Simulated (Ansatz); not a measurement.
# Mg3RuS, from a guessed structure to a relaxed one, part 2 of 2

Starting from a made-up structure for Mg3RuS, the aim is the relaxed cell, its shortest contacts and, where a second run follows, its electronic structure.

Ansatz 0.2.0; DFT, PBE, plane-wave PAW, files of the set soft_1, scalar-relativistic, no spin, cell and ions relaxed at zero pressure; PAW set soft_1 (the session's first sound run).

So far: The structure; Relaxation of the guess. The relaxed cell has a = 4.672 Å (conventional setting).

**3. Electronic structure of the relaxed cell**

With the geometry fixed, one more self-consistent run, with a narrower smearing and the mesh shown in its input, gives the bands, and its pressure, and its forces where symmetry allows any, show how far the geometry depends on these settings.

This step: DFT, PBE, plane-wave PAW, files of the set soft_1, scalar-relativistic, no spin, bands and density of states at the relaxed cell; PAW set soft_1 (Ansatz 0.2.0).

input.yaml

```yaml
crystal:
  lattice:
    - [4.6721307313, 0.0, 0.0]
    - [0.0, 4.6721307313, 0.0]
    - [0.0, 0.0, 4.6721307313]
  atoms:
    - { symbol: Ru, position: [0.0, 0.0, 0.0] }
    - { symbol: S, position: [0.5, 0.5, 0.5] }
    - { symbol: Mg, position: [0.5, 0.5, 0.0] }
    - { symbol: Mg, position: [0.5, 0.0, 0.5] }
    - { symbol: Mg, position: [0.0, 0.5, 0.5] }
kpoints:
  mp_grid: { grid: [8, 8, 8] }
  band_path:
    path:
      - [[0.0, 0.0, 0.0], [0.0, 0.5, 0.0], [0.5, 0.5, 0.0], [0.0, 0.0, 0.0], [0.5, 0.5, 0.5], [0.0, 0.5, 0.0]]
      - [[0.5, 0.5, 0.0], [0.5, 0.5, 0.5]]
    npoints: 13
scf:
  occupations: { method: fermi_dirac, width: 0.03 }
  n_extra_bands: 9
hamiltonian:
  xc: pbe
  pseudopotentials: { kind: paw, azcp: { folder: soft_1 } }
output:
  forces: true
  stress: true
  write_bands: true
  dos: { projected: true }
  write_density: true
  write_potential: true
  elf: true
  volumetric_format: npy
```

Started as:

```bash
ansatz run input.yaml --threads 4 --pin off --max-ram 8192MiB --backend cpu --events-out ev --progress --plain --runs-dir out
```

Numbers of over 12 decimals in the logs are rounded to 6 here.

The program printed:

```text
[...]
Crystal: 5 atoms, lattice volume = 101.987 Å³
Basis set: ecut = 420 eV, 1935 PW (Γ), exchange–correlation on 64×64×64 points (8 copies of the dense FFT grid, shifted against one another)
Bands: 35, of which v1, the nominal top of the filled ones, is band 26 counted from 1 (25 counted from 0)
Symmetry: 48 space group operations
[...]
k-points: 35 of 512
[...]
SCF iter   1: F=—  HF=-12552.871082 eV  |F-HF|=—  |Δ(HF+E_count)|=         —  Δρ=1.16e-1  dr2=2.52e1  ethr=3.10e-3  ⟨swp⟩=7.9  Hψ=6420  notcnv=0
[...]
SCF iter  10: F=-12550.810086 eV  HF=-12550.810086 eV  |F-HF|=1.15e-9  |Δ(HF+E_count)|=   2.36e-8  Δρ=1.08e-6  dr2=2.00e-9  ethr=1.92e-10  ⟨swp⟩=8.4  Hψ=6264  notcnv=0
SCF 1 converged in 10 iterations: F = -12550.810086 eV  dr2 = 2.00e-9
[...]
NSCF: frozen V_eff on 80 k-points
SCF converged after 10 iterations
Free energy (F): -12550.810086 eV
[...]
Internal energy: -12550.792909 eV  (E = F + TS)
E sigma→0 (E₀):  -12550.801497 eV
Entropy (-TS):   -0.017177 eV (-3.435 meV/atom)
Fermi energy:    7.829380 eV
[...]
--- Stress (GPa, compression-positive) ---
       -0.013473       0.000000       0.000000
        0.000000      -0.013473      -0.000000
        0.000000       0.000000      -0.013473
  P = ⅓ Tr σ = -0.0135 GPa (-0.135 kbar)
--- Band table (eV; the first three rows and the last of 35) ---
  k-point 0: bands = [... 22 lower, 6.4491, 7.4914, 7.4914, 7.4914, 10.2958, 10.2958, 11.1762, 11.1762, ... 5 higher]
  k-point 1: bands = [... 22 lower, 6.5630, 7.4857, 7.4857, 7.5038, 9.9473, 10.2391, 10.8330, 10.8330, ... 5 higher]
  k-point 2: bands = [... 22 lower, 6.7975, 7.4785, 7.4785, 7.5343, 9.0572, 10.0816, 10.2229, 10.2229, ... 5 higher]
  k-point 34: bands = [... 22 lower, 6.9122, 7.4102, 7.4102, 7.4102, 7.8410, 7.8410, 8.1668, 12.9520, ... 5 higher]
```

The job ended after 4 s (4 threads of Arm Neoverse V1, shared host; peak memory 0.46 GiB).

Numbers from this step:

| Quantity | Value |
| --- | --- |
| free energy | -12550.8101 eV |
| energy at zero smearing | -12550.8015 eV |
| smearing term TS | 0.01718 eV |
| Fermi energy | 7.829 eV |
| pressure | -0.01347 GPa |

bands.tsv at the labelled points (eV, zero at the Fermi level; the bands that come nearest the Fermi level along the path):

```
point  band 23  band 24  band 25  band 26  band 27  band 28  band 29  band 30
    Γ    -1.38    -0.34    -0.34    -0.34     2.47     2.47     3.35     3.35
    X    -1.00    -0.34    -0.34    -0.25     0.05     1.74     1.74     1.97
    M    -0.74    -0.74     0.00     0.01     0.75     0.75     2.60     3.94
    Γ    -1.38    -0.34    -0.34    -0.34     2.47     2.47     3.35     3.35
    R    -0.92    -0.42    -0.42    -0.42     0.01     0.01     0.34     5.12
    X    -1.00    -0.34    -0.34    -0.25     0.05     1.74     1.74     1.97
    M    -0.74    -0.74     0.00     0.01     0.75     0.75     2.60     3.94
    R    -0.92    -0.42    -0.42    -0.42     0.01     0.01     0.34     5.12
```

States per cell as run, both spins, in windows of 1 eV, from dos.tsv (zero at the Fermi level):

```
from  to  total
  -8  -7   0.00
  -7  -6   2.26
  -6  -5   3.74
  -5  -4   0.00
  -4  -3   0.10
  -3  -2   0.90
  -2  -1   2.81
  -1   0   8.16
   0   1   2.38
   1   2   1.65
   2   3   3.11
   3   4   1.53
   4   5   2.28
```

Below -8 eV lie 34.0 more states.

Electrostatic potential energy in the ac plane at fractional y = 0.500, with atoms of S and Mg within 0.2 Å of it. With pseudopotentials it is smooth inside the atoms' cores, unlike the true potential.

Ten even steps from '_' (-82 eV) to '@' (12 eV), each cell a mean:
```
@@@@@@@@%%**..__--##@@@@@@@@
@@@@@@@@@@%%**++**%%@@@@@@@@
@@@@@@@@@@@@%%%%%%@@@@@@@@@@
@@@@@@@@@@@@%%%%@@@@@@@@@@@@
##%%%%@@@@%%##**##%%@@@@%%##
::==%%@@%%**++++++##@@%%**--
__::##%%%%++++**++**%%%%++__
__--##%%%%**++++++##%%%%**..
++**%%@@@@##**++**%%@@@@%%**
%%%%@@@@@@@@%%%%%%@@@@@@@@%%
@@@@@@@@@@@@%%%%@@@@@@@@@@@@
@@@@@@@@@@%%####%%%%@@@@@@@@
@@@@@@@@%%**--::==%%@@@@@@@@
@@@@@@@@%%++____::##@@@@@@@@
```
Columns run along a (4.7 Å; values clipped at the 3rd and 97th percentile), rows up along c (4.7 Å). Atoms in or near the plane, at fractional coordinates: S at (0.50, 0.50), Mg at (0.50, 0.00), Mg at (0.00, 0.50).

ELF in the ac plane at fractional y = 0.500, with atoms of S and Mg within 0.2 Å of it. It is the smooth field of the valence electrons, not physical close to the nuclei.

Values, 14 rows by 14 columns, each cell a mean:
```
0.50 0.49 0.45 0.25 0.06 0.22 0.30 0.24 0.31 0.13 0.10 0.36 0.47 0.50
0.49 0.46 0.38 0.24 0.09 0.09 0.21 0.24 0.16 0.06 0.14 0.31 0.42 0.47
0.37 0.35 0.28 0.22 0.21 0.21 0.20 0.20 0.21 0.22 0.21 0.24 0.31 0.36
0.09 0.11 0.16 0.26 0.47 0.66 0.75 0.76 0.72 0.60 0.37 0.21 0.14 0.10
0.17 0.09 0.08 0.38 0.70 0.82 0.83 0.82 0.84 0.79 0.60 0.22 0.06 0.13
0.30 0.27 0.10 0.44 0.81 0.80 0.52 0.37 0.66 0.84 0.72 0.21 0.16 0.31
0.13 0.29 0.16 0.44 0.84 0.70 0.14 0.02 0.37 0.82 0.76 0.20 0.24 0.24
0.24 0.30 0.13 0.44 0.83 0.76 0.32 0.14 0.52 0.83 0.75 0.20 0.21 0.30
0.27 0.16 0.08 0.41 0.76 0.83 0.76 0.70 0.80 0.82 0.66 0.21 0.09 0.22
0.07 0.06 0.12 0.31 0.58 0.76 0.83 0.84 0.81 0.70 0.47 0.21 0.09 0.06
0.25 0.25 0.23 0.23 0.31 0.41 0.44 0.44 0.44 0.38 0.26 0.22 0.24 0.25
0.47 0.43 0.34 0.23 0.12 0.08 0.13 0.16 0.10 0.08 0.16 0.28 0.38 0.45
0.50 0.48 0.43 0.25 0.06 0.16 0.30 0.29 0.27 0.09 0.11 0.35 0.46 0.49
0.50 0.50 0.47 0.25 0.07 0.27 0.24 0.13 0.30 0.17 0.09 0.37 0.49 0.50
```
Columns run along a (4.7 Å), rows up along c (4.7 Å). Atoms in or near the plane, at fractional coordinates: S at (0.50, 0.50), Mg at (0.50, 0.00), Mg at (0.00, 0.50).

Valence density in the ac plane at fractional y = 0.500, with atoms of S and Mg within 0.2 Å of it. It is the smooth field of the valence electrons, not physical close to the nuclei.

Ten steps, logarithmic in the rise over the least value, from '0' (0 e/Å³) to '9' (25 e/Å³), each cell a mean:
```
00000489610000
00000145300000
00000011100000
00000122110000
21001233321001
75112333331136
97212321332159
96212332332148
53001233321014
00001122210000
00000011100000
00000022100000
00000367510000
00000599720000
```
Columns run along a (4.7 Å), rows up along c (4.7 Å). Atoms in or near the plane, at fractional coordinates: S at (0.50, 0.50), Mg at (0.50, 0.00), Mg at (0.00, 0.50).

**4. Results**

- space group, relaxed: Pm-3m
- conventional cell: a = 4.672, b = 4.672, c = 4.672 Å; α = 90.0°, β = 90.0°, γ = 90.0°
- volume per atom: 20.40 Å³ (guess 16.81)

**Reading.** Mg3RuS relaxes to Pm-3m with a = 4.672, b = 4.672 and c = 4.672 Å. The guessed volume was 18 % too small. The space group Pm-3m was held in the relaxation, so the end point is a stationary structure within it and may be a saddle against distortions or other arrangements. Bands cross the Fermi level, so it is a metal or semimetal at this level. Semilocal functionals can close a small real gap, so this isn't settled for compounds with anions. On the 8×8×8 mesh with the narrower smearing (relaxed on 6×6×6) the forces vanish, as symmetry may demand, and the largest stress component is 0.013 GPa, within the relaxation's thresholds of 0.015 eV/Å and 0.05 GPa. The cutoff wasn't tested. No dispersion term is used, so weakly bound directions may come out too long. The runs have no spin, and magnetism wasn't tested. Nothing here tests whether the compound is stable against decomposition.

[Logs are printed without paths, hosts, clocks, repeated set-up lines and the standing remarks that a program may print on its own settings, such as how far it seeks lower states.]

[Hosts, paths, dates, database ids (printed as entryN), source tags and the programs' standing remarks are cut or masked in the printed files.]
